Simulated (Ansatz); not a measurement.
Rows from a G0W0 calculation on Si2WN4 (MoSi2N4 type monolayer) (Ansatz 0.2.0; G0W0 on PBEsol, plane waves, PAW; PAW set soft_1; 9×9×1 mesh, 317 empty bands, screening to 65 eV, PAW set soft_1 files), in eV. Spin-orbit coupling is left out.

```
row      Σx     Σc     Vxc     Z
  A  -15.07  -4.86  -21.03  0.76
  B  -16.72  -3.19  -20.91  0.78
  C  -21.23   3.53  -17.26  0.77
  D  -20.74   1.14  -19.68  0.78
  E  -20.63   1.08  -19.59  0.78
  F  -15.20  -3.66  -19.99  0.77
```

Question: Which rows are filled states and which are empty ones, and how can one tell?

Filled: C, D and E. Empty: A, B and F. The sign of Σc tells: for a filled state bare exchange, which holds its interaction with itself, lies below Vxc (Σx − Vxc is -1.0 eV or lower here) and screening gives part back as a positive Σc. For an empty state Σx lies above Vxc (+4.2 eV or more) and the Coulomb hole leaves Σc negative.

[Paths, hosts, dates, memory and timing lines, banners, echoed tables and standing remarks are left out of the program output.]

[Logs are printed without paths, hosts, clocks, repeated set-up lines and the standing remarks that a program may print on its own settings, such as how far it seeks lower states.]

[Runs of the session that timed out or met a known fault of the program may be left out.]

[Cells called generated may have been cut or substituted from an entry of the Crystallography Open Database or the Materials Project.]

[Hosts, paths, dates, database ids (printed as entryN), source tags and the programs' standing remarks are cut or masked in the printed files.]
